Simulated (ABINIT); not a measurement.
# SrTlF3 (Pm-3m): zone-centre phonons

Which modes does SrTlF3 (Pm-3m) have at the zone centre?

Main program and level: ABINIT 10.8.3; DFT LDA, scalar-relativistic, plane waves, PseudoDojo norm-conserving pseudopotentials.

The structure was built from a prototype and need not be the compound's stable phase.

## Step 1: The starting structure

Symmetry: Pm-3m, No. 221, cubic system. Conventional cell: a = 4.920 Å, b = 4.920 Å, c = 4.920 Å, α = 90.00°, β = 90.00°, γ = 90.00°. Tl has 12 F at 3.48 Å nearest. Sr has 6 F at 2.46 Å nearest. Nearest to F lie 2 Sr at 2.46 Å. Farther neighbours and most contacts between anions are not listed.

## Step 2: A first look

A first run with smearing and empty bands tells whether the crystal has a gap, which decides between fixed occupations and smearing later on.

Contents of probe.abi:

```
# ground state
tolvrs 1.0d-08
prtden 1
prtwf 1

# basis, mesh and filling
ecut 34.0
ngkpt 4 4 4
nshiftk 1
shiftk 0.0 0.0 0.0
istwfk *1
occopt 7
tsmear 0.005
nband 31
nstep 100
diemac 9.0
prtebands 0
prtgsr 0
useylm 1

# cell and atoms
acell 3*1.0 Angstrom
rprim 
    4.9196 0.0 0.0
    0.0 4.9196 0.0
    0.0 0.0 4.9196
ntypat 3
znucl 81 38 9
natom 5
typat 1 2 3 3 3
xred 
    0.0 0.0 0.0
    0.5 0.5 0.5
    0.5 0.5 0.0
    0.5 0.0 0.5
    0.0 0.5 0.5
pp_dirpath "./pseudo"
pseudos "Tl.upf, Sr.upf, F.upf"
```

The run is started by

```console
$ OMP_NUM_THREADS=1 mpirun -n 4 abinit probe.abi > probe.log
```

Numbers of over 12 decimals in the logs are rounded to 6 here.

probe.abo, the main output file:

```text
[banners, grids, parts of the stress and lines that vanish by symmetry left out]
- input  file    -> probe.abi
- output file    -> probe.abo
- root for input  files -> probei
[...]
Symmetries : space group Pm -3 m (#221); Bravais cP (primitive cubic)
[...]
mpw =        7664          nfft =      125000          nkpt =          10
[...]
== DATASET  1 ==================================================================
[...]
cutoff_energies: {ecut:  34.0, pawecutdg:  -1.0, }
[...]
ETOT  1  -168.30763138032    -1.683E+02 2.070E-01 1.128E+03
 ETOT  2  -168.59582182075    -2.882E-01 5.688E-03 6.651E+02
 ETOT  3  -168.88529418033    -2.895E-01 7.801E-03 1.655E+02
 ETOT  4  -168.92219211962    -3.690E-02 4.673E-03 6.585E+00
 ETOT  5  -168.92365637266    -1.464E-03 5.399E-03 1.288E+00
[...]
ETOT  9  -168.92407064931    -2.636E-08 3.170E-04 4.837E-07
 ETOT 10  -168.92407064948    -1.726E-10 1.306E-04 9.229E-09
 At SCF step   10       vres2   =  9.23E-09 < tolvrs=  1.00E-08 =>converged.
[...]
sigma(1 1)=  2.86787398E-04  sigma(3 2)=  0.00000000E+00
  sigma(2 2)=  2.86787398E-04  sigma(3 1)=  0.00000000E+00
  sigma(3 3)=  2.86787398E-04  sigma(2 1)=  0.00000000E+00
[...]
convergence: {deltae: -1.726E-10, res2:  9.229E-09, residm:  1.306E-04, diffor: null, }
etotal    :  -1.68924071E+02
[...]
sigma(1 1)=  2.86787398E-04  sigma(3 2)=  0.00000000E+00
  sigma(2 2)=  2.86787398E-04  sigma(3 1)=  0.00000000E+00
  sigma(3 3)=  2.86787398E-04  sigma(2 1)=  0.00000000E+00
[...]
- sigma(1 1)=  8.43757655E+00  sigma(3 2)=  0.00000000E+00
- sigma(2 2)=  8.43757655E+00  sigma(3 1)=  0.00000000E+00
- sigma(3 3)=  8.43757655E+00  sigma(2 1)=  0.00000000E+00
[...]
fcart     -0.0000000000E+00 -0.0000000000E+00 -0.0000000000E+00
           strten      2.8678739783E-04  2.8678739783E-04  2.8678739783E-04
================================================================================

[key lines of the parts left out:]
pressure_GPa:  -8.4376E+00
```

Run time: 30 s. Hardware: 4 MPI ranks of Arm Neoverse V1, shared host.

Read from the output:

```
volume per atom   : 23.81 Å³
pressure          : -8.438 GPa
gap on the k-mesh : 4.152 eV
```

A gap of 4.2 eV opens on this mesh, so the crystal is taken as an insulator; the printed pressure holds the stress of the finite basis too.

## Step 3: Rough relaxation

The typed start is rough, so a first relaxation with smearing and loose thresholds takes it towards rest cheaply.

Contents of prerelax.abi:

```
# relaxation
ionmov 2
optcell 2
dilatmx 1.15
chkdilatmx 0
ntime 40
tolmxf 3.0d-04
tolvrs 1.0d-10
prtwf 0
prtden 0
chksymtnons 0

# basis, mesh and filling
ecut 34.0
ecutsm 3.0
ngkpt 4 4 4
nshiftk 1
shiftk 0.0 0.0 0.0
istwfk *1
occopt 7
tsmear 0.005
nband 31
nstep 100
diemac 9.0
prtebands 0
prtgsr 0
useylm 1

# cell and atoms
acell 3*1.0 Angstrom
rprim 
    4.9196 0.0 0.0
    0.0 4.9196 0.0
    0.0 0.0 4.9196
ntypat 3
znucl 81 38 9
natom 5
typat 1 2 3 3 3
xred 
    0.0 0.0 0.0
    0.5 0.5 0.5
    0.5 0.5 0.0
    0.5 0.0 0.5
    0.0 0.5 0.5
pp_dirpath "./pseudo"
pseudos "Tl.upf, Sr.upf, F.upf"
```

The run is started by

```console
$ OMP_NUM_THREADS=1 mpirun -n 4 abinit prerelax.abi > prerelax.log
```

prerelax.abo, the main output file:

```text
[banners, grids, parts of the stress and lines that vanish by symmetry left out]
- input  file    -> prerelax.abi
- output file    -> prerelax.abo
- root for input  files -> prerelaxi
[...]
Symmetries : space group Pm -3 m (#221); Bravais cP (primitive cubic)
[...]
mpw =       11656          nfft =      216000          nkpt =          10
[...]
== DATASET  1 ==================================================================
[...]
cutoff_energies: {ecut:  34.0, pawecutdg:  -1.0, }
[...]
ETOT  1  -168.27497326350    -1.683E+02 2.228E-01 1.942E+03
 ETOT  2  -168.60821481910    -3.332E-01 6.523E-02 1.094E+03
 ETOT  3  -168.88122618860    -2.730E-01 7.939E-03 2.840E+02
 ETOT  4  -168.91871856808    -3.749E-02 3.442E-03 9.628E+00
 ETOT  5  -168.91997848787    -1.260E-03 2.243E-03 2.031E+00
[...]
At SCF step   12       vres2   =  2.93E-11 < tolvrs=  1.00E-10 =>converged.
[...]
ETOT  9  -168.94144102033    -6.537E-12 3.850E-08 4.901E-11
 At SCF step    9       vres2   =  4.90E-11 < tolvrs=  1.00E-10 =>converged.
[...]
sigma(1 1)= -2.27776184E-07  sigma(3 2)=  0.00000000E+00
  sigma(2 2)= -2.27776184E-07  sigma(3 1)=  0.00000000E+00
  sigma(3 3)= -2.27776184E-07  sigma(2 1)=  0.00000000E+00
[...]
convergence: {deltae: -6.537E-12, res2:  4.901E-11, residm:  3.850E-08, diffor: null, }
etotal    :  -1.68941441E+02
[...]
At Broyd/MD step   6, gradients are converged :
[...]
sigma(1 1)= -2.27776184E-07  sigma(3 2)=  0.00000000E+00
  sigma(2 2)= -2.27776184E-07  sigma(3 1)=  0.00000000E+00
  sigma(3 3)= -2.27776184E-07  sigma(2 1)=  0.00000000E+00
[...]
- sigma(1 1)= -6.70140669E-03  sigma(3 2)=  0.00000000E+00
- sigma(2 2)= -6.70140669E-03  sigma(3 1)=  0.00000000E+00
- sigma(3 3)= -6.70140669E-03  sigma(2 1)=  0.00000000E+00
[...]
fcart     -0.0000000000E+00 -0.0000000000E+00 -0.0000000000E+00
           strten     -2.2777618380E-07 -2.2777618380E-07 -2.2777618381E-07
================================================================================

[key lines of the parts left out:]
pressure_GPa:   6.7014E-03
Total energy (etotal) [Ha]= -1.68941441020327E+02
```

Wall time 4.6 min (4 MPI ranks).

The steps of the relaxation:

```
step  energy less that of the first step (eV)  largest force (eV/Å)  volume (Å³)
   1                                   0.0000                0.0000       119.07
   2                                  -0.1037                0.0000       116.58
   3                                  -0.4440                0.0000        89.25
   4                                  -0.5625                0.0000        99.67
   5                                  -0.5732                0.0000        97.45
   6                                  -0.5733                0.0000        97.12
```

```
conventional cell, symmetrised  before  after   change
                         a (Å)   4.920  4.597   -6.6 %
                         b (Å)   4.920  4.597   -6.6 %
                         c (Å)   4.920  4.597   -6.6 %
              volume (Å³/atom)   23.81  19.42  -18.4 %
```

The relaxed structure:

```xyz
5
Lattice="4.5967 0.0000 0.0000 0.0000 4.5967 0.0000 0.0000 0.0000 4.5967" Properties=species:S:1:pos:R:3 pbc="T T T"
Tl    0.0000    0.0000    0.0000
Sr    2.2983    2.2983    2.2983
F     2.2983    2.2983    0.0000
F     2.2983    0.0000    2.2983
F     0.0000    2.2983    2.2983
```

Read from the output:

* volume per atom: 19.42 Å³
* pressure: 0.006701 GPa
* gap on the k-mesh: 4.246 eV

The volume changes by -18.4 % in this run and stands -18.4 % from the first cell.

## Step 4: Rough relaxation

The cell changed much, so the rough relaxation is repeated on a basis made for the new cell.

prerelax.abi: that of step 3 with these lines changed.

```diff
@@ -31,5 +31,5 @@
 rprim 
-    4.9196 0.0 0.0
-    0.0 4.9196 0.0
-    0.0 0.0 4.9196
+    4.596671558 0.0 0.0
+    0.0 4.596671558 0.0
+    0.0 0.0 4.596671558
 ntypat 3
```

prerelax.abo, the main output file:

```text
[banners, grids, parts of the stress and lines that vanish by symmetry left out]
- input  file    -> prerelax.abi
- output file    -> prerelax.abo
- root for input  files -> prerelaxi
[...]
Symmetries : space group Pm -3 m (#221); Bravais cP (primitive cubic)
[...]
mpw =        9490          nfft =      157464          nkpt =          10
[...]
== DATASET  1 ==================================================================
[...]
cutoff_energies: {ecut:  34.0, pawecutdg:  -1.0, }
[...]
ETOT  1  -168.40465284561    -1.684E+02 2.566E-01 1.626E+03
 ETOT  2  -168.65767076551    -2.530E-01 3.652E-02 8.707E+02
 ETOT  3  -168.91077467395    -2.531E-01 4.214E-03 1.847E+02
 ETOT  4  -168.94080254329    -3.003E-02 2.021E-03 3.121E+00
 ETOT  5  -168.94133069094    -5.281E-04 4.670E-04 4.629E-01
[...]
ETOT 10  -168.94144097944    -5.281E-11 4.369E-05 7.684E-10
 ETOT 11  -168.94144097947    -2.106E-11 2.613E-05 4.377E-11
 At SCF step   11       vres2   =  4.38E-11 < tolvrs=  1.00E-10 =>converged.
[...]
sigma(1 1)= -2.27802230E-07  sigma(3 2)=  0.00000000E+00
  sigma(2 2)= -2.27802230E-07  sigma(3 1)=  0.00000000E+00
  sigma(3 3)= -2.27802230E-07  sigma(2 1)=  0.00000000E+00
[...]
convergence: {deltae: -2.106E-11, res2:  4.377E-11, residm:  2.613E-05, diffor: null, }
etotal    :  -1.68941441E+02
[...]
At Broyd/MD step   1, gradients are converged :
[...]
sigma(1 1)= -2.27802230E-07  sigma(3 2)=  0.00000000E+00
  sigma(2 2)= -2.27802230E-07  sigma(3 1)=  0.00000000E+00
  sigma(3 3)= -2.27802230E-07  sigma(2 1)=  0.00000000E+00
[...]
- sigma(1 1)= -6.70217299E-03  sigma(3 2)=  0.00000000E+00
- sigma(2 2)= -6.70217299E-03  sigma(3 1)=  0.00000000E+00
- sigma(3 3)= -6.70217299E-03  sigma(2 1)=  0.00000000E+00
[...]
fcart     -0.0000000000E+00 -0.0000000000E+00 -0.0000000000E+00
           strten     -2.2780222970E-07 -2.2780222970E-07 -2.2780222970E-07
================================================================================

[key lines of the parts left out:]
pressure_GPa:   6.7022E-03
Total energy (etotal) [Ha]= -1.68941440979466E+02
```

It took 39 s on 4 MPI ranks.

Little changed from the start: no atom moved by 0.005 Å and no cell edge by 0.1 %.

Numbers from this step:

| Item | Value |
| --- | --- |
| pressure | 0.006702 GPa |

The volume changes by +0.0 % in this run and stands -18.4 % from the first cell.

## Step 5: Relaxation

The harmonic expansion needs vanishing forces, and a free crystal bears no stress, so cell and atoms are brought to rest. Stress is more sensitive to the basis than forces are: the last 3 Ha under the cutoff are smoothed with ecutsm, and the cutoff is raised above that of the later runs.

Contents of relax.abi:

```
# relaxation
ionmov 2
optcell 2
dilatmx 1.08
ntime 40
tolmxf 1.0d-05
tolvrs 1.0d-14
prtwf 0
prtden 0
chksymtnons 0

# basis, mesh and filling
ecut 42.0
ecutsm 3.0
ngkpt 4 4 4
nshiftk 1
shiftk 0.0 0.0 0.0
istwfk *1
occopt 1
nband 22
nstep 100
diemac 9.0
prtebands 0
prtgsr 0
useylm 1

# cell and atoms
acell 3*1.0 Angstrom
rprim 
    4.596671561 0.0 0.0
    0.0 4.596671561 0.0
    0.0 0.0 4.596671561
ntypat 3
znucl 81 38 9
natom 5
typat 1 2 3 3 3
xred 
    0.0 0.0 0.0
    0.5 0.5 0.5
    0.5 0.5 0.0
    0.5 0.0 0.5
    0.0 0.5 0.5
pp_dirpath "./pseudo"
pseudos "Tl.upf, Sr.upf, F.upf"
```

The run is started by

```console
$ OMP_NUM_THREADS=1 mpirun -n 4 abinit relax.abi > relax.log
```

relax.abo, the main output file:

```text
[banners, grids, parts of the stress and lines that vanish by symmetry left out]
- input  file    -> relax.abi
- output file    -> relax.abo
- root for input  files -> relaxi
[...]
Symmetries : space group Pm -3 m (#221); Bravais cP (primitive cubic)
[...]
mpw =       10827          nfft =      216000          nkpt =          10
[...]
== DATASET  1 ==================================================================
[...]
cutoff_energies: {ecut:  42.0, pawecutdg:  -1.0, }
[...]
ETOT  1  -166.92908573889    -1.669E+02 2.642E-01 2.858E+03
 ETOT  2  -168.60088556919    -1.672E+00 1.746E-01 1.590E+03
 ETOT  3  -168.92489605663    -3.240E-01 1.011E-01 1.446E+02
 ETOT  4  -168.93769919349    -1.280E-02 1.297E-03 5.983E+01
 ETOT  5  -168.94214869021    -4.449E-03 2.789E-04 3.416E+01
[...]
At SCF step   18       vres2   =  2.78E-15 < tolvrs=  1.00E-14 =>converged.
[...]
sigma(1 1)= -5.18519823E-07  sigma(3 2)=  0.00000000E+00
  sigma(2 2)= -5.18519823E-07  sigma(3 1)=  0.00000000E+00
  sigma(3 3)= -5.18519823E-07  sigma(2 1)=  0.00000000E+00
[...]
convergence: {deltae: -3.348E-11, res2:  2.784E-15, residm:  3.628E-18, diffor: null, }
etotal    :  -1.68948753E+02
[...]
ETOT  1  -168.94875283261    -1.689E+02 1.649E-11 8.908E-04
[...]
At SCF step   10       vres2   =  3.97E-16 < tolvrs=  1.00E-14 =>converged.
[...]
sigma(1 1)= -4.31070540E-07  sigma(3 2)=  0.00000000E+00
  sigma(2 2)= -4.31070540E-07  sigma(3 1)=  0.00000000E+00
  sigma(3 3)= -4.31070540E-07  sigma(2 1)=  0.00000000E+00
[...]
convergence: {deltae:  3.297E-12, res2:  3.973E-16, residm:  1.901E-19, diffor: null, }
etotal    :  -1.68948753E+02
[...]
ETOT  1  -168.94874960094    -1.689E+02 3.298E-09 2.167E-02
[...]
ETOT  9  -168.94875300638     2.009E-11 1.292E-16 6.069E-13
 ETOT 10  -168.94875300639    -7.248E-12 5.219E-18 8.446E-15
 At SCF step   10       vres2   =  8.45E-15 < tolvrs=  1.00E-14 =>converged.
[...]
sigma(1 1)= -2.29179534E-10  sigma(3 2)=  0.00000000E+00
  sigma(2 2)= -2.29179533E-10  sigma(3 1)=  0.00000000E+00
  sigma(3 3)= -2.29179530E-10  sigma(2 1)=  0.00000000E+00
[...]
convergence: {deltae: -7.248E-12, res2:  8.446E-15, residm:  5.219E-18, diffor: null, }
etotal    :  -1.68948753E+02
[...]
At Broyd/MD step   3, gradients are converged :
[...]
sigma(1 1)= -2.29179534E-10  sigma(3 2)=  0.00000000E+00
  sigma(2 2)= -2.29179533E-10  sigma(3 1)=  0.00000000E+00
  sigma(3 3)= -2.29179530E-10  sigma(2 1)=  0.00000000E+00
[...]
- sigma(1 1)= -6.74269468E-06  sigma(3 2)=  0.00000000E+00
- sigma(2 2)= -6.74269465E-06  sigma(3 1)=  0.00000000E+00
- sigma(3 3)= -6.74269455E-06  sigma(2 1)=  0.00000000E+00
[...]
fcart     -0.0000000000E+00 -0.0000000000E+00 -0.0000000000E+00
           strten     -2.2917953386E-10 -2.2917953299E-10 -2.2917952952E-10
================================================================================

[key lines of the parts left out:]
pressure_GPa:   6.7427E-06
Total energy (etotal) [Ha]= -1.68948753006387E+02
```

It took 1.7 min on 4 MPI ranks; 6.9 min of CPU time.

Little changed from the start: no atom moved by 0.005 Å and no cell edge by 0.1 %.

Numbers from this step:

```yaml
volume_per_atom: 19.43 Å³
pressure: 6.74e-6 GPa
```

The volume changes by +0.0 % in this run and stands -18.4 % from the first cell.

## Step 6: Ground state

First-order wavefunctions inherit every error of the ground state, hence the very tight tolvrs. The mesh is shifted off Γ, since shifted meshes converge sums over the zone faster.

Contents of gs.abi:

```
# ground state
tolvrs 1.0d-16
prtden 1
prtwf 1

# basis, mesh and filling
ecut 34.0
ngkpt 4 4 4
nshiftk 1
shiftk 0.5 0.5 0.5
istwfk *1
occopt 1
nband 22
nstep 100
diemac 9.0
prtebands 0
prtgsr 0
useylm 1

# cell and atoms
acell 3*1.0 Angstrom
rprim 
    4.597095636 0.0 0.0
    0.0 4.597095636 0.0
    0.0 0.0 4.597095636
ntypat 3
znucl 81 38 9
natom 5
typat 1 2 3 3 3
xred 
    0.0 0.0 0.0
    0.5 0.5 0.5
    0.5 0.5 0.0
    0.5 0.0 0.5
    0.0 0.5 0.5
pp_dirpath "./pseudo"
pseudos "Tl.upf, Sr.upf, F.upf"
```

The run is started by

```console
$ OMP_NUM_THREADS=1 mpirun -n 4 abinit gs.abi > gs.log
```

gs.abo, the main output file:

```text
[banners, grids, parts of the stress and lines that vanish by symmetry left out]
- input  file    -> gs.abi
- output file    -> gs.abo
- root for input  files -> gsi
[...]
Symmetries : space group Pm -3 m (#221); Bravais cP (primitive cubic)
[...]
mpw =        6223          nfft =      110592          nkpt =           4
[...]
== DATASET  1 ==================================================================
[...]
cutoff_energies: {ecut:  34.0, pawecutdg:  -1.0, }
[...]
ETOT  1  -167.09889547003    -1.671E+02 2.435E-01 1.079E+03
 ETOT  2  -168.62047364330    -1.522E+00 2.322E-01 8.641E+02
 ETOT  3  -168.91827432629    -2.978E-01 5.541E-03 1.011E+02
 ETOT  4  -168.93147987960    -1.321E-02 1.044E-04 4.212E+01
 ETOT  5  -168.93798925632    -6.509E-03 3.698E-04 1.949E+01
[...]
ETOT 18  -168.94522031491     7.390E-12 5.581E-19 2.727E-15
 ETOT 19  -168.94522031490     6.139E-12 2.226E-20 4.475E-17
 At SCF step   19       vres2   =  4.48E-17 < tolvrs=  1.00E-16 =>converged.
[...]
sigma(1 1)=  6.46026174E-05  sigma(3 2)=  0.00000000E+00
  sigma(2 2)=  6.46026174E-05  sigma(3 1)=  0.00000000E+00
  sigma(3 3)=  6.46026174E-05  sigma(2 1)=  0.00000000E+00
[...]
convergence: {deltae:  6.139E-12, res2:  4.475E-17, residm:  2.226E-20, diffor: null, }
etotal    :  -1.68945220E+02
[...]
sigma(1 1)=  6.46026174E-05  sigma(3 2)=  0.00000000E+00
  sigma(2 2)=  6.46026174E-05  sigma(3 1)=  0.00000000E+00
  sigma(3 3)=  6.46026174E-05  sigma(2 1)=  0.00000000E+00
[...]
- sigma(1 1)=  1.90067462E+00  sigma(3 2)=  0.00000000E+00
- sigma(2 2)=  1.90067462E+00  sigma(3 1)=  0.00000000E+00
- sigma(3 3)=  1.90067462E+00  sigma(2 1)=  0.00000000E+00
[...]
fcart     -0.0000000000E+00 -0.0000000000E+00 -0.0000000000E+00
           strten      6.4602617363E-05  6.4602617363E-05  6.4602617363E-05
================================================================================

[key lines of the parts left out:]
pressure_GPa:  -1.9007E+00
```

Wall time 12 s (4 MPI ranks); 47 s of CPU time.

Numbers from this step:

* pressure: -1.901 GPa

The cell stands at -1.9 GPa: the relaxation ran with a smoothed and higher cutoff and on another k mesh.

## Step 7: The gap at rest

Empty bands on the ground state's density check that the gap assumed so far is there in this cell.

Contents of gap.abi:

```
# empty bands on the ground state's density
iscf -2
getden_filepath "gso_DEN"
tolwfr 1.0d-12
nbdbuf 2
prtwf 0

# basis, mesh and filling
ecut 34.0
ngkpt 4 4 4
nshiftk 1
shiftk 0.0 0.0 0.0
istwfk *1
occopt 1
nband 26
nstep 100
diemac 9.0
prtebands 0
prtgsr 0
useylm 1

# cell and atoms
acell 3*1.0 Angstrom
rprim 
    4.597095636 0.0 0.0
    0.0 4.597095636 0.0
    0.0 0.0 4.597095636
ntypat 3
znucl 81 38 9
natom 5
typat 1 2 3 3 3
xred 
    0.0 0.0 0.0
    0.5 0.5 0.5
    0.5 0.5 0.0
    0.5 0.0 0.5
    0.0 0.5 0.5
pp_dirpath "./pseudo"
pseudos "Tl.upf, Sr.upf, F.upf"
```

The run is started by

```console
$ OMP_NUM_THREADS=1 mpirun -n 4 abinit gap.abi > gap.log
```

gap.abo, the main output file:

```text
[banners, grids, parts of the stress and lines that vanish by symmetry left out]
- input  file    -> gap.abi
- output file    -> gap.abo
- root for input  files -> gapi
[...]
Symmetries : space group Pm -3 m (#221); Bravais cP (primitive cubic)
[...]
mpw =        6238          nfft =      110592          nkpt =          10
[...]
== DATASET  1 ==================================================================
[...]
cutoff_energies: {ecut:  34.0, pawecutdg:  -1.0, }
[...]
-outvars: echo values of variables after computation
            acell      1.8897261259E+00  1.8897261259E+00  1.8897261259E+00 Bohr
================================================================================
```

The job ended after 14 s (4 MPI ranks).

This step gave:

| Item | Value |
| --- | --- |
| gap on the k-mesh | 4.245 eV |

In this cell the gap on the mesh is 4.2 eV, direct, so fixed occupations hold.

[end of part 1 of 2]

[Host names and launcher messages were left out of these logs when they were recorded.]

[Logs are printed without paths, hosts, clocks, repeated set-up lines and the standing remarks that a program may print on its own settings, such as how far it seeks lower states.]

[Hosts, paths, dates, database ids (printed as entryN), source tags and the programs' standing remarks are cut or masked in the printed files.]
